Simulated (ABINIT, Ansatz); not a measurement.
# CaO (Lime): G0W0 with ABINIT, start to end, part 3 of 3

How does a plane-wave GW calculation on CaO (Lime) run from the first input to the gap?

ABINIT 10.8.3; PBE and many-body steps on it, plane waves. Known limits of the many-body steps: not at the basis limit.

So far. Step 4 (Empty states on the mesh, 6×6×6 mesh, 168 bands): On this mesh the gap is 3.662 eV. Step 5 (Screening, 6×6×6 mesh, 160 bands, screening to 239.5 eV): Local fields lower ε∞ by 9 %.

### Step 6. Self-energy, 6×6×6 mesh, 160 bands, screening to 239.5 eV

The self-energy is evaluated for the states that the input lists, and the levels follow from it, in one-shot runs by the linearised quasiparticle equation.

This step: G0W0 on PBE, plane waves, norm-conserving pseudopotentials.

Input file run.abi:

```
acell 3*1.0 Angstrom
rprim 
  -0.000000000000 2.406500000000 2.406500000000
  2.406500000000 -0.000000000000 2.406500000000
  2.406500000000 2.406500000000 -0.000000000000
ntypat 2
znucl 20 8
natom 2
typat 1 2
xred 
  0.000000000000 0.000000000000 0.000000000000
  0.500000000000 0.500000000000 0.500000000000
pp_dirpath "pseudos"
pseudos "Ca.upf, O.upf"
ecut 36
ngkpt 6 6 6
nshiftk 1
shiftk 0 0 0
kptopt 1
chksymbreak 0
istwfk *1
occopt 1
irdwfk 1
optdriver 4
nband 160
gwcalctyp 0
ecutsigx 36
symsigma 1
nkptgw 2
kptgw 
  0.0000000000 0.0000000000 0.0000000000
  0.5000000000 0.5000000000 0.0000000000
bdgw 
  6 12
  7 10
ecuteps 8.8
irdscr 1
ppmodel 1
indata_prefix "in"
outdata_prefix "out"
tmpdata_prefix "tmp"
```

Run with:

```bash
OMP_NUM_THREADS=1 mpirun -n 8 abinit run.abi > log
```

Numbers of over 12 decimals in the logs are rounded to 6 here.

The program printed:

```text
.Version 10.8.3 of ABINIT. v10.8.2 released Aug 2026.

 Symmetries : space group Fm -3 m (#225); Bravais cF (face-center cubic)
[... echo of the input left out ...]
== DATASET  1 ==================================================================
-   mpi_nproc: 8, omp_nthreads: 1 (-1 if OMP is not activated)

--- !DatasetInfo
iteration_state: {dtset: 1, }
dimensions: {natom: 2, nkpt: 16, mband: 160, nsppol: 1, nspinor: 1, nspden: 1, mpw: 1964, }
cutoff_energies: {ecut:  36.0, pawecutdg:  -1.0, }
electrons: {nelect:   1.60000000E+01, charge:   0.00000000E+00, occopt:   1.00000000E+00, tsmear:   1.00000000E-02, }

 SIGMA: Calculation of the GW corrections

 Based on a program developped by R.W. Godby, V. Olevano, G. Onida, and L. Reining.
 Incorporated in ABINIT by V. Olevano, G.-M. Rignanese, and M. Torrent.
.Using double precision arithmetic ; gwpc =  8

[... cell and pseudopotentials left out ...]
--------------------------------------------------------------------------------

 ==== K-mesh for the wavefunctions ====
 Number of points in the irreducible wedge :    16
[... list of points left out ...]
 Together with 48 symmetry operations and time-reversal symmetry
 yields   216 points in the full Brillouin Zone.

 ==== Q-mesh for screening function ====
 Number of points in the irreducible wedge :    16
[... list of points left out ...]
 Together with 48 symmetry operations and time-reversal symmetry
 yields   216 points in the full Brillouin Zone.

 vcoul_init : cutoff-mode = AUXILIARY_FUNCTION
 q-points for optical limit:   1
     1)      0.000010    0.000020    0.000030
 setmesh: FFT mesh size selected  =    36x   36x   36
          total number of points  =        46656

 Number of electrons calculated from density =   16.0000; Expected =   16.0000
 average of density, n =  0.085062
 r_s =    1.4106
 omega_plasma =   28.1335 [eV]

 === KS Band Gaps ===
  >>>> For spin  1
   Minimum direct gap =   4.0368 [eV], located at k-point      :   0.5000  0.5000  0.0000
   Fundamental gap    =   3.6624 [eV], Top of valence bands at :   0.0000  0.0000  0.0000
                                       Bottom of conduction at :   0.5000  0.5000  0.0000
 SIGMA fundamental parameters:
 PLASMON POLE MODEL  1
 number of plane-waves for SigmaX                 1917
 number of plane-waves for SigmaC and W            259
 number of plane-waves for wavefunctions          1917
 number of bands                                   160
 number of independent spin polarizations            1
 number of spinorial components                      1
 number of k-points in IBZ                          16
 number of q-points in IBZ                          16
 number of symmetry operations                      48
 number of k-points in BZ                          216
 number of q-points in BZ                          216
 number of frequencies for dSigma/dE                 9
 frequency step for dSigma/dE [eV]                0.25
 number of omega for Sigma on real axis              0
 max omega for Sigma on real axis  [eV]           0.00
 zcut for avoiding poles [eV]                     0.10

 EPSILON^-1 parameters (SCR file):
 dimension of the eps^-1 matrix on file            259
 dimension of the eps^-1 matrix used               259
 number of plane-waves for wavefunctions          1917
 number of bands                                   160
 number of q-points in IBZ                          16
 number of frequencies                               2
 number of real frequencies                          1
 number of imag frequencies                          1

 matrix elements of self-energy operator (all in [eV])

 Perturbative Calculation

--- !SelfEnergy_ee
iteration_state: {dtset: 1, }
kpoint     : [   0.000,    0.000,    0.000, ]
spin       : 1
KS_gap     :    4.714
QP_gap     :    6.239
Delta_QP_KS:    1.525
data: !SigmaeeData |
     Band     E0 <VxcDFT>   SigX SigC(E0)      Z dSigC/dE  Sig(E)    E-E0       E
        6   5.064 -19.387 -24.633   3.914   0.780  -0.283 -20.425  -1.038   4.026
        7   5.064 -19.387 -24.633   3.914   0.780  -0.283 -20.425  -1.038   4.026
        8   5.064 -19.387 -24.633   3.914   0.780  -0.283 -20.425  -1.038   4.026
        9   9.779 -10.893  -6.430  -3.886   0.844  -0.185 -10.406   0.487  10.266
       10  11.292 -13.900  -7.002  -4.778   0.842  -0.188 -12.115   1.785  13.077
       11  11.292 -13.900  -7.002  -4.778   0.842  -0.188 -12.115   1.785  13.077
       12  11.292 -13.900  -7.002  -4.778   0.842  -0.188 -12.115   1.785  13.077

--- !SelfEnergy_ee
iteration_state: {dtset: 1, }
kpoint     : [   0.500,    0.500,    0.000, ]
spin       : 1
KS_gap     :    4.037
QP_gap     :    6.314
Delta_QP_KS:    2.277
data: !SigmaeeData |
     Band     E0 <VxcDFT>   SigX SigC(E0)      Z dSigC/dE  Sig(E)    E-E0       E
        7   4.690 -18.916 -24.314   3.928   0.777  -0.287 -20.058  -1.142   3.548
        8   4.690 -18.916 -24.314   3.928   0.777  -0.287 -20.058  -1.142   3.548
        9   8.727 -11.430  -5.899  -4.196   0.850  -0.176 -10.295   1.134   9.861
       10  13.087 -16.112  -8.832  -4.890   0.833  -0.201 -14.121   1.991  15.078

== END DATASET(S) ==============================================================
================================================================================

 -outvars: echo values of variables after computation  --------
           etotal      0.0000000000E+00
            nband         160
             nkpt          16
          spgroup         225
 [... the other variables as echoed above ...]

 Calculation completed.
```

The job ended after 17 s (8 MPI ranks of Arm Neoverse V1, shared host; peak memory 2 GiB).

This step gave:

```
G0W0 gap on the points computed              : 5.835 eV
starting gap on the mesh                     : 3.662 eV
k of the valence top                         : 0, 0, 0
k of the conduction bottom                   : 0.5, 0.5, 0
Z at the valence top                         : 0.78
Z at the conduction bottom                   : 0.85
least direct G0W0 gap on the computed points : 6.24 eV
```

The gap on the mesh goes from 3.66 eV to 5.84 eV, a correction of +2.17 eV.

Limits: finite bands, cutoff and mesh. v1 is the top filled band, c1 the lowest empty one. Levels before and after the correction, in eV, zero at the valence-band top of each column:

|  | conduction bottom | valence top |
| --- | --- | --- |
| Kohn-Sham | 3.66 | 0.00 |
| G0W0 | 5.83 | 0.00 |

|  | level | energy (eV) |
| --- | --- | --- |
| Kohn-Sham | Γ v3-v1 | 0.000 |
| Kohn-Sham | Γ c1 | 4.714 |
| Kohn-Sham | Γ c2-c4 | 6.228 |
| Kohn-Sham | (0.5 0.5 0) v2-v1 | -0.374 |
| Kohn-Sham | (0.5 0.5 0) c1 | 3.662 |
| Kohn-Sham | (0.5 0.5 0) c2 | 8.023 |
| G0W0 | Γ v3-v1 | 0.000 |
| G0W0 | Γ c1 | 6.240 |
| G0W0 | Γ c2-c4 | 9.051 |
| G0W0 | (0.5 0.5 0) v2-v1 | -0.478 |
| G0W0 | (0.5 0.5 0) c1 | 5.835 |
| G0W0 | (0.5 0.5 0) c2 | 11.052 |

### Step 7. Where the time went

Times are wall times on 8 MPI ranks of Arm Neoverse V1, shared host, good to a factor of about two.

| step | time | share | memory (GiB) |
| --- | --- | --- | --- |
| ground state | 6 s | 5 % | 0.51 |
| bands along the symmetry lines | 5.3 s | 4 % | 0.47 |
| empty states on the mesh | 16 s | 13 % | 2.1 |
| screening | 75 s | 63 % | 1.7 |
| self-energy | 17 s | 14 % | 2.0 |

### Step 8. Summary of results

```yaml
pbe_gap: 3.66 eV, indirect
g0w0_gap_on_the_mesh: 5.84 eV
gw_settings: 6×6×6 mesh, 160 bands, screening to 239.5 eV, Godby-Needs plasmon pole
known_limits: not at the basis limit
```

In words: G0W0 moves the gap on the mesh from 3.66 eV to 5.84 eV (+2.17 eV), with Z of 0.78 and 0.85 at the edges. Local fields lower the RPA ε∞ on this mesh from 3.92 to 3.57. Only 2 of the mesh's irreducible points were corrected, so a valley elsewhere could overtake. The dearest step here is «screening». Bands and cutoff are finite, so the gap is not at the basis limit. The miss can reach some tenths of an eV and take either sign; the mesh is an error of its own. In the G0W0 run levels were corrected at 2 k points alone, so a gap called «on the mesh» is the least over those, and an edge elsewhere would be missed.

[Paths, hosts, dates, memory and timing lines, banners, echoed tables and standing remarks are left out of the program output.]

[Logs are printed without paths, hosts, clocks, repeated set-up lines and the standing remarks that a program may print on its own settings, such as how far it seeks lower states.]

[Runs of the session that timed out or met a known fault of the program may be left out.]

[Hosts, paths, dates, database ids (printed as entryN), source tags and the programs' standing remarks are cut or masked in the printed files.]

[G0W0 gaps are taken among the corrected bands and points alone; a level outside them can change the order at an edge.]

[Where Ansatz stands beside ABINIT at settings called matched, ABINIT's density can come from a denser mesh and the files from another edition; pairs whose starting gaps differed by over 0.03 eV were left out, so agreement reads better than it is.]
